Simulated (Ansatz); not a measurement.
## Lattice dynamics of RbZnH3 (model cell, started as cubic perovskite with Zn in the octahedra)

Task: relax RbZnH3 (model cell, started as cubic perovskite with Zn in the octahedra), then find its harmonic phonons.

Calculated with Ansatz 0.2.0; DFT PBEsol, scalar-relativistic, plane waves, PAW; PAW set soft_1.

Report form: the programs' logs are mostly left out.

The structure was built from a prototype and need not be the compound's stable phase.

**1. Set-up**

The structure is cubic, space group Pm-3m (No. 221). The conventional cell has a = 4.096 Å, b = 4.096 Å, c = 4.096 Å, α = 90.00°, β = 90.00°, γ = 90.00°. Rb has 12 H at 2.90 Å nearest. Nearest to Zn lie 6 H at 2.05 Å. H has 2 Zn at 2.05 Å and 4 Rb at 2.90 Å and 8 H at 2.90 Å nearest. Farther neighbours are not listed.

**2. Relaxation**

Harmonic phonons are second derivatives at a point where the forces vanish, and they are wanted at zero stress, so atoms and cell are relaxed first.

input.yaml

```yaml
crystal:
  lattice:
    - [4.0964, 0.0, 0.0]
    - [0.0, 4.0964, 0.0]
    - [0.0, 0.0, 4.0964]
  atoms:
    - { symbol: Rb, position: [0.0, 0.0, 0.0] }
    - { symbol: Zn, position: [0.5, 0.5, 0.5] }
    - { symbol: H, position: [0.5, 0.5, 0.0] }
    - { symbol: H, position: [0.5, 0.0, 0.5] }
    - { symbol: H, position: [0.0, 0.5, 0.5] }
kpoints:
  mp_grid: { grid: [10, 10, 10] }
hamiltonian:
  xc: pbesol
  pseudopotentials: { kind: paw, azcp: { folder: soft_1 }, xc_functional: pbe }
scf:
  occupations: { method: gaussian, width: 0.1 }
output:
  forces: true
  stress: true
  eigenvalues: true
  write_density: true
  write_potential: true
  elf: true
  volumetric_format: npy
relax:
  adjacent_minimum: "off"
  f_tol: 0.005
  max_steps: 80
  cell: { stress_tol: 0.05 }
```

Run with:

```console
$ ansatz run input.yaml --threads 4 --pin off --max-ram 16384MiB --backend cpu --events-out ev --progress --plain --runs-dir out
```

Elapsed: 7.4 s, on 4 threads of Arm Neoverse V2, shared host; peak memory 0.39 GiB.

The steps of the relaxation:

| step | energy less that of the first step (eV) | largest force component (eV/Å) | pressure (GPa) | volume (Å³) |
| --- | --- | --- | --- | --- |
| 1 | 0.0000 | 0.0000 | -5.42 | 68.74 |
| 2 | -0.1939 | 0.0000 | -0.20 | 59.22 |
| 3 | -0.1943 | 0.0000 | 0.06 | 58.91 |
| 4 | -0.1942 | 0.0000 | 0.00 | 58.97 |
| 5* | -0.1897 | 0.0000 | -0.05 | 58.97 |
| 6 | -0.1898 | 0.0000 | 0.00 | 58.91 |
| 7* | -0.1897 | 0.0000 | 0.00 | 58.91 |

Relaxation steps marked * repeat the geometry before them on a plane-wave basis chosen anew for their cell, so energy and pressure can jump there.

Forces are held to the 48 operations that the run works with; a distortion that breaks them can't arise in this run.

| conventional cell, symmetrised | before | after | change |
| --- | --- | --- | --- |
| a (Å) | 4.096 | 3.891 | -5.0 % |
| b (Å) | 4.096 | 3.891 | -5.0 % |
| c (Å) | 4.096 | 3.891 | -5.0 % |
| volume (Å³/atom) | 13.75 | 11.78 | -14.3 % |

The relaxed structure:

```xyz
5
Lattice="3.8910 0.0000 0.0000 0.0000 3.8910 0.0000 0.0000 0.0000 3.8910" Properties=species:S:1:pos:R:3 pbc="T T T"
Rb    0.0000    0.0000    0.0000
Zn    1.9455    1.9455    1.9455
H     1.9455    1.9455    0.0000
H     1.9455    0.0000    1.9455
H     0.0000    1.9455    1.9455
```

Numbers from this step:

```yaml
pressure: -1.50e-4 GPa
volume_per_atom: 11.78 Å³
gap_on_the_k_mesh: 0 eV
```

Valence density in the ac plane at fractional y = 0.500, with atoms of Zn and H within 0.2 Å of it. It is the smooth field of the valence electrons, not physical close to the nuclei.

Values in e/Å³, 14 rows by 14 columns, each cell a mean:
```
 0  0  0  0  0  0  1  1  1  0  0  0  0  0
 0  0  0  0  0  0  0  1  0  0  0  0  0  0
 0  0  0  0  0  0  0  0  0  0  0  0  0  0
 0  0  0  0  0  0  0  1  0  0  0  0  0  0
 0  0  0  0  0  1  2  2  1  1  0  0  0  0
 1  1  0  0  1  3 10 16  8  1  0  0  0  1
 2  1  0  0  1  5 22 38 16  2  1  0  1  1
 1  1  0  0  1  3 13 22 10  2  0  0  0  1
 0  0  0  0  0  1  3  5  3  1  0  0  0  0
 0  0  0  0  0  0  1  1  1  0  0  0  0  0
 0  0  0  0  0  0  0  0  0  0  0  0  0  0
 0  0  0  0  0  0  0  0  0  0  0  0  0  0
 0  0  0  0  0  0  1  1  1  0  0  0  0  0
 0  0  0  0  0  0  1  2  1  0  0  0  0  0
```
Columns run along a (3.9 Å), rows up along c (3.9 Å). Atoms in or near the plane, at fractional coordinates: Zn at (0.50, 0.50), H at (0.50, 0.00), H at (0.00, 0.50).

ELF in the ac plane at fractional y = 0.500, with atoms of Zn and H within 0.2 Å of it. It is the smooth field of the valence electrons, not physical close to the nuclei.

Ten even steps from '0' (0.02 × 1e-1) to '9' (9.99 × 1e-1), each cell a mean:
```
00027999996100
00015788874100
21112333332111
65321111111246
98521100011379
99721000001389
99721000001389
99721000001389
99621100011379
87421111111257
32112222222112
00014677753100
00027999985100
00038999996200
```
Columns run along a (3.9 Å), rows up along c (3.9 Å). Atoms in or near the plane, at fractional coordinates: Zn at (0.50, 0.50), H at (0.50, 0.00), H at (0.00, 0.50).

Electrostatic potential energy in the ac plane at fractional y = 0.500, with atoms of Zn and H within 0.2 Å of it. With pseudopotentials it is smooth inside the atoms' cores, unlike the true potential.

Ten even steps from '0' (-58 eV) to '9' (9 eV), each cell a mean:
```
99999975799999
99999998999999
99999999999999
99999877789999
99998533468999
68996300147997
36986100037985
57996200037997
89998421358999
99999866689999
99999998999999
99999999999999
99999976899999
99999853699999
```
Columns run along a (3.9 Å; values clipped at the 3rd and 97th percentile), rows up along c (3.9 Å). Atoms in or near the plane, at fractional coordinates: Zn at (0.50, 0.50), H at (0.50, 0.00), H at (0.00, 0.50).

In this step the volume went from 13.75 to 11.78 Å³/atom.

**3. Bringing the structure to rest**

The relaxation is repeated from its end on the same settings, as a check that it has come to rest.

Changes to input.yaml since step 2:

```diff
@@ -2,5 +2,5 @@
   lattice:
-    - [4.0964, 0.0, 0.0]
-    - [0.0, 4.0964, 0.0]
-    - [0.0, 0.0, 4.0964]
+    - [3.8909810134, 0.0, 0.0]
+    - [0.0, 3.8909810134, 0.0]
+    - [0.0, 0.0, 3.8909810134]
   atoms:
```

It took 2.3 s on 4 threads; peak memory 0.39 GiB; 8 s of CPU time.

Little changed from the start: no atom moved by 0.005 Å and no cell edge by 0.1 %.

This step gave:

```yaml
pressure: -1.49e-4 GPa
```

In this step the volume went from 11.78 to 11.78 Å³/atom.

**4. Relaxing to small forces for the phonons**

Phonons need a cell at rest on their own settings, so the relaxation is repeated with tight tolerances on forces and stress, using the mesh and the filling of the phonon run that follows.

input.yaml, the sections that differ from step 3:

```yaml
kpoints:
  mp_grid: { grid: [12, 12, 12] }
scf:
  occupations: { method: methfessel_paxton, width: 0.2 }
output:
  forces: true
  stress: true
  eigenvalues: true
relax:
  adjacent_minimum: "off"
  f_tol: 0.001
  max_steps: 60
  cell: { stress_tol: 0.01 }
# crystal, hamiltonian: as in step 3
```

Elapsed: 3.2 s, on 4 threads; peak memory 0.4 GiB.

Little changed from the start: no atom moved by 0.005 Å and no cell edge by 0.1 %.

Numbers from this step:

| Item | Value |
| --- | --- |
| pressure | -0.002961 GPa |

The forces vanish by symmetry and the pressure is -0.003 GPa, within the tolerances set. The cell now holds 11.78 Å³/atom.

**5. Zone-centre response**

The zone centre comes first: it holds the modes that light can see, as far as symmetry allows. No field response is asked, since the mesh shows no gap.

Changes to input.yaml since step 4:

```diff
@@ -19,9 +19,4 @@
 output:
-  forces: true
-  stress: true
   eigenvalues: true
-relax:
-  adjacent_minimum: "off"
-  f_tol: 0.001
-  max_steps: 60
-  cell: { stress_tol: 0.01 }
+phonons:
+  method: dfpt
```

Elapsed: 37 s, on 4 threads; peak memory 1.3 GiB.

This step gave:

- sum-rule residual before enforcement: 2.88e-5 eV/Å²
- point group: m-3m
- highest optical mode at the zone centre (no LO-TO term): 978.5 cm⁻¹
- lowest optical zone-centre mode: 66.34 cm⁻¹

Patterns of degenerate modes are one choice out of their space. The modes at Γ (shares of kinetic energy by element, %):

| mode | frequency (cm⁻¹) | symmetry | Rb % | Zn % | H % |
| --- | --- | --- | --- | --- | --- |
| 1 | 0.0 | acoustic | 56 | 42 | 2 |
| 2 | 0.0 | acoustic | 56 | 42 | 2 |
| 3 | 0.0 | acoustic | 56 | 42 | 2 |
| 4 | 66.3 | T1u | 39 | 57 | 4 |
| 5 | 66.3 | T1u | 39 | 57 | 4 |
| 6 | 66.3 | T1u | 39 | 57 | 4 |
| 7 | 461.8 | T1u | 5 | 0 | 94 |
| 8 | 461.8 | T1u | 5 | 0 | 94 |
| 9 | 461.8 | T1u | 5 | 0 | 94 |
| 10 | 790.7 | T2u | 0 | 0 | 100 |
| 11 | 790.7 | T2u | 0 | 0 | 100 |
| 12 | 790.7 | T2u | 0 | 0 | 100 |
| 13 | 978.5 | T1u | 0 | 0 | 100 |
| 14 | 978.5 | T1u | 0 | 0 | 100 |
| 15 | 978.5 | T1u | 0 | 0 | 100 |

Displacements in mode 6 (66.3 cm⁻¹), the largest set to 1:
```
Rb1  0.00 -0.43  0.07
Zn2  0.00  0.60 -0.09
H3   0.00 -0.53  0.15
H4   0.00 -1.00  0.08
H5   0.00 -0.53  0.08
```

Displacements in mode 13 (978.5 cm⁻¹), the largest set to 1:
```
Rb1  0.00  0.00  0.00
Zn2  0.00  0.01  0.00
H3   0.00 -0.81 -0.35
H4   0.00  1.00  0.28
H5   0.00 -0.81  0.28
```

Before it was imposed, the acoustic sum rule was missed by 2.9e-5 eV/Å². Small misses are needed for a sound result but don't prove that mesh and cutoff are converged. The lowest optical mode is real, 66.3 cm⁻¹.

**6. The dispersion**

Stability and thermal properties need the whole zone. Linear response on a 4×4×4 q mesh gives force constants as far as a supercell of that size would.

Changes to input.yaml since step 5:

```diff
@@ -22 +22,8 @@
   method: dfpt
+  qmesh: [4, 4, 4]
+  temperatures: { t_max: 1000, t_step: 50 }
+  qpath:
+    path:
+      - [[0.0, 0.0, 0.0], [0.0, 0.5, 0.0], [0.5, 0.5, 0.0], [0.0, 0.0, 0.0], [0.5, 0.5, 0.5], [0.0, 0.5, 0.0]]
+      - [[0.5, 0.5, 0.5], [0.5, 0.5, 0.0]]
+    npoints: 10
```

Elapsed: 16 min, on 4 threads; peak memory 3.9 GiB; 61 min of CPU time.

This step gave:

```yaml
sum_rule_residual_before_enforcement: 2.28e-5 eV/Å²
lowest_frequency_on_the_path: -907.0 cm⁻¹
highest_frequency_on_the_path_or_at_a_solved_wavevector: 1027 cm⁻¹
lowest_mode_on_the_q_mesh_acoustic_modes_at_gamma_apart: -907.0 cm⁻¹
```

Frequencies (cm⁻¹) solved at each irreducible wavevector; negative means imaginary. Frequencies by wavevector, by row:

| q in reciprocal lattice units | star | mode 1 | mode 2 | mode 3 | mode 4 | mode 13 | mode 14 | mode 15 |
| --- | --- | --- | --- | --- | --- | --- | --- | --- |
| 0 0 0 | 1 | 0 | 0 | 0 | 66.3 | 978.5 | 978.5 | 978.5 |
| 0 0 0.25 | 6 | 46.2 | 46.2 | 83.7 | 91.5 | 937.8 | 961.3 | 961.3 |
| 0 0 -0.5 | 3 | 51.2 | 51.2 | 111.3 | 111.3 | 907.9 | 940.4 | 940.4 |
| 0 0.25 0.25 | 12 | -134.6 | 49.5 | 63.2 | 104.3 | 883.1 | 936.1 | 948.4 |
| 0 0.25 -0.5 | 12 | -409.9 | 51.7 | 94.8 | 95.3 | 904.3 | 922.9 | 932.4 |
| 0 -0.5 -0.5 | 3 | -907 | 52.4 | 86 | 86 | 837.5 | 917.7 | 943.3 |
| 0.25 0.25 0.25 | 8 | -122.1 | -122.1 | 92.8 | 92.8 | 880 | 880 | 983.3 |
| 0.25 0.25 -0.5 | 12 | -457.2 | -153.9 | 96.3 | 100 | 887.5 | 919.3 | 987.6 |
| 0.25 -0.5 -0.5 | 6 | -784.1 | -218.7 | 104.1 | 104.1 | 891.3 | 925.4 | 999 |
| -0.5 -0.5 -0.5 | 1 | -724.4 | -724.4 | 123.4 | 123.4 | 906.4 | 906.4 | 1027 |

Interpolated from a 4×4×4 q mesh. Phonon branches along the path, in cm⁻¹:

| point | branch 1 | branch 2 | branch 3 | branch 4 | branch 12 | branch 13 | branch 14 | branch 15 |
| --- | --- | --- | --- | --- | --- | --- | --- | --- |
| Γ | 0 | 0 | 0 | 66 | 791 | 978 | 978 | 978 |
| halfway | 46 | 46 | 84 | 92 | 820 | 938 | 961 | 961 |
| X | 51 | 51 | 111 | 111 | 850 | 908 | 940 | 940 |
| halfway | -410 | 52 | 95 | 95 | 853 | 904 | 923 | 932 |
| M | -907 | 52 | 86 | 86 | 838 | 838 | 918 | 943 |
| halfway | -135 | 50 | 63 | 104 | 866 | 883 | 936 | 948 |
| Γ | 0 | 0 | 0 | 66 | 791 | 978 | 978 | 978 |
| halfway | -122 | -122 | 93 | 93 | 874 | 880 | 880 | 983 |
| R | -724 | -724 | 123 | 123 | 906 | 906 | 906 | 1027 |
| halfway | -457 | -154 | 96 | 100 | 869 | 887 | 919 | 988 |
| X | 51 | 51 | 111 | 111 | 850 | 908 | 940 | 940 |
| jump to R | -724 | -724 | 123 | 123 | 906 | 906 | 906 | 1027 |
| halfway | -784 | -219 | 104 | 104 | 891 | 891 | 925 | 999 |
| M | -907 | 52 | 86 | 86 | 838 | 838 | 918 | 943 |

Tetrahedra on a 16×16×16 mesh, mean over bins of 20 cm-1. Interpolated from a 4×4×4 q mesh. Table of phonon density of states by wavenumber; read off at these points:

| wavenumber (cm⁻¹) | phonon density of states (1/cm⁻¹/cell) |
| --- | --- |
| -910 | 0 |
| -850 | 3.3e-4 |
| -810 | 4.8e-4 |
| -750 | 8.3e-4 |
| -710 | 0.00145 |
| -650 | 0.0013 |
| -590 | 0.00127 |
| -550 | 0.00115 |
| -490 | 0.00112 |
| -430 | 0.00112 |
| -390 | 0.0011 |
| -330 | 0.00107 |
| -290 | 0.00109 |
| -230 | 0.00115 |
| -170 | 0.00149 |
| -130 | 0.00179 |
| -70 | 0.00217 |
| -10 | 0.00279 |
| 30 | 0.00936 |
| 50 | 0.0324 |
| 90 | 0.0519 |
| 110 | 0.0827 |
| 130 | 0.0118 |
| 170 | 0.0408 |
| 190 | 0.00791 |
| 250 | 0.00264 |
| 290 | 0.00216 |
| 350 | 0.00211 |
| 410 | 0.00298 |
| 450 | 0.00436 |
| 510 | 0.00508 |
| 550 | 0.00501 |
| 610 | 0.00254 |
| 670 | 0.00187 |
| 710 | 0.00338 |
| 770 | 0.0220 |
| 810 | 0.0383 |
| 830 | 0.0260 |
| 870 | 0.0293 |
| 910 | 0.0345 |
| 930 | 0.0241 |
| 970 | 0.0184 |
| 1030 | 5.1e-4 |

The partial phonon density of states has structure finer than the step of the table below, so its rows give means over 50 cm⁻¹, whole bins alone (the curve runs from -899 to 1066 cm⁻¹). Peaks (cm⁻¹: height): H 807.0: 0.0317, 905.9: 0.0306; Rb 102.4: 0.0503; Zn 52.9: 0.0204, 164.2: 0.0207.

Phonopy on the run's constants, 15x15x15 mesh, Gaussian sigma 14.0 cm-1. Interpolated from a 4×4×4 q mesh. Partial phonon density of states against wavenumber; means over each step; values in 1/cm⁻¹/cell:

| wavenumber (cm⁻¹) | H | Rb | Zn |
| --- | --- | --- | --- |
| -850 | 2.9e-4 | 0 | 0 |
| -800 | 6.8e-4 | 0 | 0 |
| -750 | 9.0e-4 | 0 | 0 |
| -700 | 0.00124 | 0 | 4.0e-6 |
| -650 | 0.00142 | 0 | 1.2e-5 |
| -600 | 0.00141 | 0 | 1.6e-5 |
| -550 | 6.4e-4 | 0 | 1.5e-5 |
| -500 | 0.00110 | 3.6e-7 | 4.2e-5 |
| -450 | 0.00173 | 9.1e-6 | 9.3e-5 |
| -400 | 7.7e-4 | 5.3e-6 | 5.3e-5 |
| -350 | 5.1e-4 | 1.4e-5 | 6.5e-5 |
| -300 | 9.2e-4 | 1.8e-5 | 2.4e-4 |
| -250 | 6.6e-4 | 1.1e-5 | 2.9e-4 |
| -200 | 9.0e-4 | 8.1e-5 | 7.8e-4 |
| -150 | 4.8e-4 | 7.4e-5 | 6.3e-4 |
| -100 | 3.1e-4 | 6.2e-5 | 0.00180 |
| -50 | 2.5e-4 | 9.1e-5 | 0.00230 |
| 0 | 6.5e-5 | 2.8e-4 | 0.00305 |
| 50 | 2.7e-4 | 0.00572 | 0.0160 |
| 100 | 3.9e-4 | 0.0381 | 0.0106 |
| 150 | 1.9e-4 | 0.0116 | 0.0145 |
| 200 | 5.7e-4 | 0.00291 | 0.00712 |
| 250 | 0.00135 | 3.6e-4 | 0.00135 |
| 300 | 9.7e-4 | 1.7e-4 | 2.9e-4 |
| 350 | 0.00105 | 6.7e-5 | 9.9e-5 |
| 400 | 0.00360 | 9.4e-5 | 2.3e-4 |
| 450 | 0.00365 | 1.1e-4 | 8.4e-5 |
| 500 | 0.00481 | 7.1e-5 | 4.7e-5 |
| 550 | 0.00460 | 2.5e-5 | 3.3e-5 |
| 600 | 0.00296 | 1.0e-5 | 1.7e-5 |
| 650 | 0.00205 | 9.6e-6 | 1.0e-5 |
| 700 | 0.00470 | 8.4e-7 | 1.0e-5 |
| 750 | 0.0185 | 4.7e-6 | 1.5e-5 |
| 800 | 0.0284 | 1.0e-5 | 3.7e-5 |
| 850 | 0.0272 | 1.2e-5 | 3.5e-5 |
| 900 | 0.0294 | 1.5e-5 | 4.2e-5 |
| 950 | 0.0234 | 2.3e-6 | 2.5e-5 |
| 1000 | 0.00692 | 0 | 2.2e-6 |

Symmetry leaves 10 wavevectors to solve. The lowest mode among them, the acoustic zeros apart, lies at q = (0, -0.5, -0.5) and is imaginary, 907.0i cm⁻¹, so the energy falls along it.

**7. Outcome**

```json
{
 "space group after relaxation (within 0.01 Å)": "Pm-3m",
 "volume per atom": "11.8 Å³",
 "electronic character": "no gap on this mesh",
 "highest optical mode at the zone centre (no LO-TO term)": "978 cm⁻¹",
 "lowest optical zone-centre mode": "66.3 cm⁻¹",
 "lowest mode on the q mesh (acoustic modes at Γ apart)": "-907 cm⁻¹",
 "highest frequency on the path or at a solved wavevector": "1027 cm⁻¹",
 "imaginary modes on the 4×4×4 q mesh": "yes"
}
```

In words: Modes are clearly imaginary (beyond 10i cm⁻¹) at 7 of the 10 irreducible wavevectors, most at q = (0, -0.5, -0.5) (907.0i cm⁻¹), so this structure is not a minimum of the energy. The optical modes at Γ span 66 to 978 cm⁻¹. The highest mode in this list at Γ, 978.5 cm⁻¹, is mostly motion of H (100 % of the kinetic energy). With no gap, or one that is small against the smearing, the frequencies hang on the k mesh and the smearing, most of all near Kohn anomalies. The PAW files were made for PBE and serve the other functionals too. A phonon run warned that its eigensolver left some bands unconverged in a pass. The starting cell was built on a prototype and not taken from a measurement, so the phase need not exist. These are harmonic frequencies at zero temperature: anharmonic shifts, linewidths and thermal expansion are left out.

[Logs are printed without paths, hosts, clocks, repeated set-up lines and the standing remarks that a program may print on its own settings, such as how far it seeks lower states.]

[Hosts, paths, dates, database ids (printed as entryN), source tags and the programs' standing remarks are cut or masked in the printed files.]
